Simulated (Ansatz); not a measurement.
**Lattice dynamics of (KF)1(LiCl)2 [001] superlattice, started as rocksalt type**

How does (KF)1(LiCl)2 [001] superlattice, started as rocksalt type vibrate, and is this structure a minimum?

Main program and level: Ansatz 0.2.0; DFT PBE, scalar-relativistic, plane waves, PAW.

Report form: the programs' logs are mostly left out.

The structure was built from a prototype and need not be the compound's stable phase.

## Step 1: The starting structure

The structure is tetragonal, space group I4/mmm (No. 139). The conventional cell has a = 3.684 Å, b = 3.684 Å, c = 15.630 Å, α = 90.00°, β = 90.00°, γ = 90.00°. Nearest to Cl lie 1 K at 2.60 Å and 5 Li at 2.60 to 2.61 Å. Nearest to F lie 2 Li at 2.60 Å and 4 K at 2.60 Å. Nearest to K lie 2 Cl at 2.60 Å and 4 F at 2.60 Å. Li has 1 F at 2.60 Å and 5 Cl at 2.60 to 2.61 Å nearest. Farther neighbours and most contacts between anions are not listed.

## Step 2: Coarse relaxation

A rough relaxation comes first, because large forces or stress need no tight tolerances yet.

input.yaml reads:

```yaml
crystal:
  lattice:
    - [2.605, 2.605, 0.0]
    - [-2.605, 2.605, 0.0]
    - [2.605, 0.0, 7.815]
  atoms:
    - { symbol: Cl, position: [0.833333, 0.166667, 0.333333] }
    - { symbol: Cl, position: [0.166667, 0.833333, 0.666667] }
    - { symbol: F, position: [0.5, 0.5, 0.0] }
    - { symbol: K, position: [0.0, 0.0, 0.0] }
    - { symbol: Li, position: [0.333333, 0.666667, 0.333333] }
    - { symbol: Li, position: [0.666667, 0.333333, 0.666667] }
kpoints:
  mp_grid: { grid: [6, 6, 6] }
hamiltonian:
  xc: pbe
scf:
  occupations: { method: gaussian, width: 0.1 }
output:
  forces: true
  stress: true
  eigenvalues: true
relax:
  adjacent_minimum: "off"
  f_tol: 0.05
  max_steps: 80
  cell: { stress_tol: 0.5 }
```

The run is started by

```bash
$ ansatz run input.yaml --threads 4 --pin off --max-ram 14336MiB --backend cpu --events-out ev --progress --plain --runs-dir out
```

Wall time 9.1 s (4 threads of Arm Neoverse V2, shared host); peak memory 0.45 GiB; 32 s of CPU time.

Relaxation path:

```csv
step,energy less that of the first step (eV),largest force component (eV/Å),pressure (GPa),volume (Å³)
1,0.0000,1.6390,3.59,106.07
2,-0.3796,0.1285,0.91,109.50
3,-0.4170,0.0930,0.19,112.32
4,-0.4529,0.1376,-0.36,115.32
5,-0.4672,0.0447,-0.26,115.65
6*,-0.4904,0.0451,0.05,115.65
7,-0.5020,0.0337,0.21,116.90
8*,-0.5034,0.0339,0.22,116.90
```

Relaxation steps marked * repeat the geometry before them on a plane-wave basis chosen anew for their cell, so energy and pressure can jump there.

Forces are held to the 16 operations that the run works with; a distortion that breaks them can't arise in this run.

```csv
cell as run,before,after,change
a (Å),3.684,3.633,-1.4 %
b (Å),3.684,3.633,-1.4 %
c (Å),8.238,9.220,+11.9 %
α (°),102.92,101.36,-1.5 %
β (°),77.08,78.64,+2.0 %
volume (Å³/atom),17.68,19.48,+10.2 %
```

The atoms that moved most (Å, as changes of fractional coordinates times the final cell):

```csv
atom,dx,dy,dz,length
Li5,0.000,0.000,0.280,0.280
Li6,0.000,0.000,-0.280,0.280
Cl1,0.000,0.000,0.180,0.180
Cl2,0.000,0.000,-0.180,0.180
```

Final coordinates:

```cif
data_structure
_symmetry_space_group_name_H-M 'P 1'
_symmetry_Int_Tables_number 1
_cell_length_a 3.6335
_cell_length_b 3.6335
_cell_length_c 9.2199
_cell_angle_alpha 101.364
_cell_angle_beta 78.636
_cell_angle_gamma 90.000
_cell_volume 116.90
loop_
_atom_site_label
_atom_site_type_symbol
_atom_site_fract_x
_atom_site_fract_y
_atom_site_fract_z
_atom_site_occupancy
Cl1 Cl 0.82315 0.17685 0.35370 1
Cl2 Cl 0.17685 0.82315 0.64630 1
F3 F 0.50000 0.50000 0.00000 1
K4 K 0.00000 0.00000 0.00000 1
Li5 Li 0.31754 0.68246 0.36491 1
Li6 Li 0.68246 0.31754 0.63509 1
```

Numbers from this step:

```
pressure           : 0.2208 GPa
gap on the k-mesh  : 5.189 eV
volume per atom    : 19.48 Å³
direct gap on mesh : 5.189 eV
```

In this step the volume went from 17.68 to 19.48 Å³/atom.

## Step 3: Bringing the structure to rest

Harmonic phonons are second derivatives at a point where the forces vanish, and they are wanted at zero stress, so atoms and cell are relaxed first.

input.yaml reads:

```yaml
crystal:
  lattice:
    - [2.5692382815, 2.5692382815, 0.0]
    - [-2.5692382815, 2.5692382815, 0.0]
    - [2.5692382815, 0.0, 8.854737931]
  atoms:
    - { symbol: Cl, position: [0.8231483561, 0.1768516439, 0.3537032879] }
    - { symbol: Cl, position: [0.1768516439, 0.8231483561, 0.6462967121] }
    - { symbol: F, position: [0.5, 0.5, 0.0] }
    - { symbol: K, position: [0.0, 0.0, 0.0] }
    - { symbol: Li, position: [0.3175434107, 0.6824565893, 0.3649131787] }
    - { symbol: Li, position: [0.6824565893, 0.3175434107, 0.6350868213] }
kpoints:
  mp_grid: { grid: [6, 6, 6] }
hamiltonian:
  xc: pbe
scf:
  occupations: { method: gaussian, width: 0.02 }
output:
  forces: true
  stress: true
  eigenvalues: true
  write_density: true
  write_potential: true
  elf: true
  volumetric_format: npy
relax:
  adjacent_minimum: "off"
  f_tol: 0.005
  max_steps: 80
  cell: { stress_tol: 0.05 }
```

Wall time 9.8 s (4 threads); peak memory 0.46 GiB.

The steps of the relaxation:

```csv
step,energy less that of the first step (eV),largest force component (eV/Å),pressure (GPa),volume (Å³)
1,0.0000,0.0338,0.22,116.90
2,0.0007,0.0804,-0.01,118.44
3,-0.0011,0.0156,0.03,118.11
4,-0.0012,0.0024,0.01,118.29
5,-0.0012,0.0015,0.00,118.52
6*,-0.0024,0.0015,0.02,118.52
7,-0.0023,0.0008,0.00,118.74
8*,-0.0024,0.0008,0.01,118.74
```

Relaxation steps marked * repeat the geometry before them on a plane-wave basis chosen anew for their cell, so energy and pressure can jump there.

The run keeps the 16 symmetry operations that it works with, so distortions that break them were not tested.

```csv
"conventional cell, symmetrised",before,after,change
a (Å),3.633,3.633,-0.0 %
b (Å),3.633,3.633,-0.0 %
c (Å),17.709,17.989,+1.6 %
volume (Å³/atom),19.48,19.79,+1.6 %
```

The atoms that moved most (Å, as changes of fractional coordinates times the final cell):

```csv
atom,dx,dy,dz,length
Li6,0.000,0.000,-0.021,0.021
Li5,0.000,0.000,0.021,0.021
Cl2,0.000,0.000,-0.014,0.014
Cl1,0.000,0.000,0.014,0.014
```

Final coordinates:

```xyz
6
Lattice="2.5692 2.5692 0.0000 -2.5692 2.5692 0.0000 2.5692 0.0000 8.9947" Properties=species:S:1:pos:R:3 pbc="T T T"
Cl    2.5692    2.5692    3.1950
Cl    0.0000    2.5692    5.7997
F     0.0000    2.5692    0.0000
K     0.0000    0.0000    0.0000
Li    0.0000    2.5692    3.3032
Li    2.5692    2.5692    5.6915
```

A gap read on the k-mesh alone can miss the band edges.

This step gave:

* pressure: 0.006156 GPa
* gap on the k-mesh: 5.098 eV
* volume per atom: 19.79 Å³
* direct gap on mesh: 5.098 eV

ELF in the ab plane of the cell as run, not the conventional one, at fractional z = 0.355, with atoms of Cl and Li within 0.2 Å of it. It is the smooth field of the valence electrons, not physical close to the nuclei.

Ten even steps from '_' (0.01) to '@' (0.99), each cell a mean:
```
%%**--______..==##%%%%%%%%%%
**--__________..==**########
::____--##**::__..--========
____..%%@@@@**______________
____..@@@@@@##..____________
..____++%%%%--____::::----::
++::____::..____--****####**
##**::________--**%%%%%%%%%%
%%##++..____::**%%%%%%%%%%%%
%%%%**::____==##%%%%%%####%%
%%%%##--____==##%%%%##====##
%%%%##--____==##%%%%**--==##
%%%%##::____==##%%%%##****%%
%%%%**::____--**%%%%%%%%%%%%
```
Columns run along a (3.6 Å), rows up along b (3.6 Å). Atoms in or near the plane, at fractional coordinates: Cl at (0.82, 0.18), Li at (0.32, 0.68).

Electrostatic potential energy in the ab plane of the cell as run, not the conventional one, at fractional z = 0.355, with atoms of Cl and Li within 0.2 Å of it. With pseudopotentials it is smooth inside the atoms' cores, unlike the true potential.

Ten even steps from '0' (-49 eV) to '9' (6 eV), each cell a mean:
```
99999999998778
99987789999999
99865568999999
99743357999999
98742357999999
99854468999999
99977789999999
99998899998889
89999999976446
68999999852012
48999999730001
48999999730000
68999999841002
89999999974335
```
Columns run along a (3.6 Å; values clipped at the 3rd and 97th percentile), rows up along b (3.6 Å). Atoms in or near the plane, at fractional coordinates: Cl at (0.82, 0.18), Li at (0.32, 0.68).

Valence density in the ab plane of the cell as run, not the conventional one, at fractional z = 0.355, with atoms of Cl and Li within 0.2 Å of it. It is the smooth field of the valence electrons, not physical close to the nuclei.

Ten steps, logarithmic in the rise over the least value, from '_' (0.0 e/Å³) to '@' (6.2 e/Å³), each cell a mean:
```
--::..________..--==++++++++
::......::::__....::--------
..__..++##**--..__....::::..
____--##@@@@**::____________
____--%%@@@@##::____________
____..**%%##++..____........
::..__..----..__..::::----::
--::..________..::--==++++==
++--::______..::==++********
**==::..____..--++**########
**++--..____..--++****++++##
**++--..____..--++****==++##
**==--..____..--++**##****##
++==::______..::==++**####**
```
Columns run along a (3.6 Å), rows up along b (3.6 Å). Atoms in or near the plane, at fractional coordinates: Cl at (0.82, 0.18), Li at (0.32, 0.68).

In this step the volume went from 19.48 to 19.79 Å³/atom.

## Step 4: Tight relaxation

Phonons need a cell at rest on their own settings, so the relaxation is repeated with tight tolerances on forces and stress on the k mesh and occupations of the first response run.

input.yaml reads:

```yaml
crystal:
  lattice:
    - [2.5691875295, 2.5691875295, 0.0]
    - [-2.5691875295, 2.5691875295, 0.0]
    - [2.5691875295, 0.0, 8.9947077685]
  atoms:
    - { symbol: Cl, position: [0.8223932418, 0.1776067582, 0.3552135164] }
    - { symbol: Cl, position: [0.1776067582, 0.8223932418, 0.6447864836] }
    - { symbol: F, position: [0.5, 0.5, 0.0] }
    - { symbol: K, position: [0.0, 0.0, 0.0] }
    - { symbol: Li, position: [0.3163811145, 0.6836188855, 0.3672377711] }
    - { symbol: Li, position: [0.6836188855, 0.3163811145, 0.6327622289] }
kpoints:
  mp_grid: { grid: [8, 8, 8] }
hamiltonian:
  xc: pbe
scf:
  occupations: { method: fixed }
output:
  forces: true
  stress: true
  eigenvalues: true
relax:
  adjacent_minimum: "off"
  f_tol: 0.001
  max_steps: 60
  cell: { stress_tol: 0.01 }
```

The job ended after 10 s (4 threads; peak memory 0.5 GiB; 39 s of CPU time).

Little changed from the start: no atom moved by 0.005 Å and no cell edge by 0.1 %.

This step gave:

```
pressure           : -8.50e-4 GPa
gap on the k-mesh  : 5.092 eV
volume per atom    : 19.81 Å³
direct gap on mesh : 5.092 eV
```

The largest force component left is 0.11 meV/Å and the pressure is -0.001 GPa, within the tolerances set. The cell now holds 19.81 Å³/atom.

## Step 5: Zone-centre response

The zone centre is the only wavevector solved here; it holds the modes that light can see, as far as symmetry allows. The response to a homogeneous field gives the Born charges and the dielectric tensor, and its change with displacement the Raman tensors.

input.yaml reads:

```yaml
crystal:
  lattice:
    - [2.5690737821, 2.5690737821, 0.0]
    - [-2.5690737821, 2.5690737821, 0.0]
    - [2.5690737821, 0.0, 9.0025597777]
  atoms:
    - { symbol: Cl, position: [0.8223672624, 0.1776327376, 0.3552654752] }
    - { symbol: Cl, position: [0.1776327376, 0.8223672624, 0.6447345248] }
    - { symbol: F, position: [0.5, 0.5, 0.0] }
    - { symbol: K, position: [0.0, 0.0, 0.0] }
    - { symbol: Li, position: [0.3162586919, 0.6837413081, 0.3674826162] }
    - { symbol: Li, position: [0.6837413081, 0.3162586919, 0.6325173838] }
kpoints:
  mp_grid: { grid: [8, 8, 8] }
hamiltonian:
  xc: pbe
scf:
  occupations: { method: fixed }
output:
  eigenvalues: true
phonons:
  method: dfpt
  dielectric: true
  rigid_motions: translations
  raman: true
```

It took 12 min on 4 threads; peak memory 3.3 GiB; 46 min of CPU time.

This step gave:

```
sum-rule residual before enforcement                    : 4.11e-4 eV/Å²
miss of the charge sum rule                             : 3.23e-5 e
point group                                             : 4/mmm
highest optical mode at the zone centre (no LO-TO term) : 286.6 cm⁻¹
lowest optical zone-centre mode                         : -106.2 cm⁻¹
mean high-frequency dielectric constant                 : 2.405
largest Born charge (third of the trace)                : -1.217 e
top of the zone-centre spectrum with the field          : 377.6 cm⁻¹
```

Without the LO-TO term. Patterns of degenerate modes are one choice out of their space. Modes at Γ, with each element's share of the kinetic energy (negative means imaginary):

```csv
mode,frequency (cm⁻¹),symmetry,Cl %,F %,K %,Li %
1,-106.2,A2u,4,71,0,24
2,0.0,acoustic,50,13,27,10
3,0.0,acoustic,50,13,27,10
4,0.0,acoustic,50,13,27,10
5,48.3,Eu,37,17,42,4
6,48.3,Eu,37,17,42,4
7,105.1,Eg,92,0,0,8
8,105.1,Eg,92,0,0,8
9,134.5,A2u,30,1,69,0
10,167.2,Eu,13,0,0,87
11,167.2,Eu,13,0,0,87
12,175.3,A1g,95,0,0,5
13,176.3,Eg,8,0,0,92
14,176.3,Eg,8,0,0,92
15,228.6,A1g,5,0,0,95
16,240.4,Eu,0,69,31,0
17,240.4,Eu,0,69,31,0
18,286.6,A2u,17,14,4,66
```

Displacements in mode 1 (-106.2 cm⁻¹), the largest set to 1:
```
Cl1  0.00  0.00 -0.12
Cl2  0.00  0.00 -0.12
F3   0.00  0.00  1.00
K4   0.00  0.00 -0.02
Li5  0.00  0.00 -0.68
Li6  0.00  0.00 -0.68
```

Displacements in mode 15 (228.6 cm⁻¹), the largest set to 1:
```
Cl1  0.00  0.00  0.10
Cl2  0.00  0.00 -0.10
F3   0.00  0.00  0.00
K4   0.00  0.00  0.00
Li5  0.00  0.00 -1.00
Li6  0.00  0.00  1.00
```

Optical modes at the zone centre, without and with the macroscopic field of the longitudinal modes; each column is sorted by frequency, so a row need not hold one and the same mode. Modes with and without the field, by row:

```csv
rank among optical modes,no field (cm⁻¹),"q along (1, 0, 0) (cm⁻¹)","q along (0, 0, 1) (cm⁻¹)"
1,-106.2,-106.2,48.3
2,48.3,48.3,48.3
3,48.3,49.2,57.5
4,105.1,105.1,105.1
5,105.1,105.1,105.1
6,134.5,134.5,167.2
7,167.2,167.2,167.2
8,167.2,175.3,175.3
9,175.3,176.3,176.3
10,176.3,176.3,176.3
11,176.3,224.2,192.6
12,228.6,228.6,228.6
13,240.4,240.4,240.4
14,240.4,286.6,240.4
15,286.6,377.6,340.2
```

Born charge (rows field, columns displacement) (e), principal values of the symmetric part by kind of site:

```csv
atom,atoms with these values,low,middle,high,mean
Cl1,2,-1.20,-1.20,-0.87,-1.09
F3,1,-1.23,-1.23,-1.18,-1.22
K4,1,1.14,1.17,1.17,1.16
Li5,2,0.89,1.23,1.23,1.12
```

In full for Cl1:

```
-1.20  0.00  0.00
 0.00 -1.20  0.00
 0.00  0.00 -0.87
```

High-frequency dielectric tensor:

```
2.45 0.00 0.00
0.00 2.45 0.00
0.00 0.00 2.32
```

Transverse modes; imaginary modes are left out. Lines of the infrared spectrum (strongest = 100):

```csv
position (cm⁻¹),relative intensity
48,0.5
105,0.0
134,8.1
167,100
175,0.0
176,0.0
229,0.0
240,25
287,11
```

Activity x (w_L - w)^4 (n + 1)/w, 532 nm, 300 K; imaginary modes are left out; modes without the macroscopic field alone. Lines of the Raman spectrum (strongest = 100):

```csv
position (cm⁻¹),relative intensity
48,0.0
105,1.9
134,0.0
167,0.0
175,100
176,1.8
229,93
240,0.0
287,0.0
```

Before it was imposed, the acoustic sum rule was missed by 4.1e-4 eV/Å² and the charge sum rule by 3.2e-5 e. Small misses are needed for a sound result but don't prove that mesh and cutoff are converged. The lowest optical mode is imaginary, 106.2i cm⁻¹, so the energy falls along it.

## Step 6: Another isotope, element Cl, natural mass 35.45 amu

An isotope changes the mass and not the force constants, so no new electronic calculation is needed; the shifts show which modes move this element.

The same force constants with the mass of Cl changed from 35.450 to 36.966 u (phonopy, no LO-TO term). Both lists are sorted by frequency; levels can cross, so a row need not hold one and the same mode. Modes under 3 cm⁻¹ are left out. Isotope shifts, by row:

```csv
q,rank,natural mass (cm⁻¹),changed mass (cm⁻¹)
0 0 0,1,-106.2,-106.1
0 0 0,5,48.29,47.92
0 0 0,6,48.29,47.92
0 0 0,7,105.1,103.1
0 0 0,8,105.1,103.1
0 0 0,9,134.5,133.6
0 0 0,10,167.2,166.8
0 0 0,11,167.2,166.8
0 0 0,12,175.3,171.8
0 0 0,13,176.3,176
0 0 0,14,176.3,176
0 0 0,15,228.6,228.3
0 0 0,16,240.4,240.4
0 0 0,17,240.4,240.4
0 0 0,18,286.6,285.7
```

A mode of this element alone would shift by -2.07 %. The highest zone-centre frequency without the field goes from 286.6 to 285.7 cm⁻¹ (-0.3 %).

## Step 7: Isotope substitution, element K, natural mass 39.0983 amu

The same for K, from 39.10 to 40.96 u.

A mode of this element alone would shift by -2.30 %. The highest zone-centre frequency without the field goes from 286.6 to 286.4 cm⁻¹ (-0.1 %).

## Step 8: Isotope substitution, element Li, natural mass 6.94 amu

The same for Li, from 6.94 to 6.02 u.

A mode of this element alone would shift by +7.41 %. The highest zone-centre frequency without the field goes from 286.6 to 300.7 cm⁻¹ (+4.9 %).

## Step 9: Results

| Item | Value |
| --- | --- |
| space group after relaxation (within 0.01 Å) | I4/mmm |
| volume per atom | 19.8 Å³ |
| gap on the k-mesh | 5.09 eV |
| highest optical mode at the zone centre (no LO-TO term) | 287 cm⁻¹ |
| top of the zone-centre spectrum with the field | 378 cm⁻¹ |
| lowest optical zone-centre mode | -106 cm⁻¹ |
| mean high-frequency dielectric constant | 2.40 |
| largest Born charge (third of the trace) | -1.22 e |
| imaginary modes at Γ (the only wavevector solved) | yes |

In words: A zone-centre mode is imaginary (106.2i cm⁻¹), so this structure is not a minimum of the energy. Without the field, the optical modes at Γ span -106 to 287 cm⁻¹ (negative means imaginary). The dispersion is not part of this account. The highest mode in this list at Γ, 286.6 cm⁻¹, has its largest share on Li (66 % of the kinetic energy). With the macroscopic field of the longitudinal modes the top of the zone-centre spectrum lies at 378 cm⁻¹, against 287 cm⁻¹ without it. Among the real modes, the strongest infrared line is at 167 cm⁻¹. Averaged over orientations, the strongest Raman line at 532 nm and 300 K is at 175 cm⁻¹. The starting cell was built on a prototype and not taken from a measurement, so the phase need not exist. These are harmonic frequencies at zero temperature: anharmonic shifts, linewidths and thermal expansion are left out.

[Logs are printed without paths, hosts, clocks, repeated set-up lines and the standing remarks that a program may print on its own settings, such as how far it seeks lower states.]

[Hosts, paths, dates, database ids (printed as entryN), source tags and the programs' standing remarks are cut or masked in the printed files.]
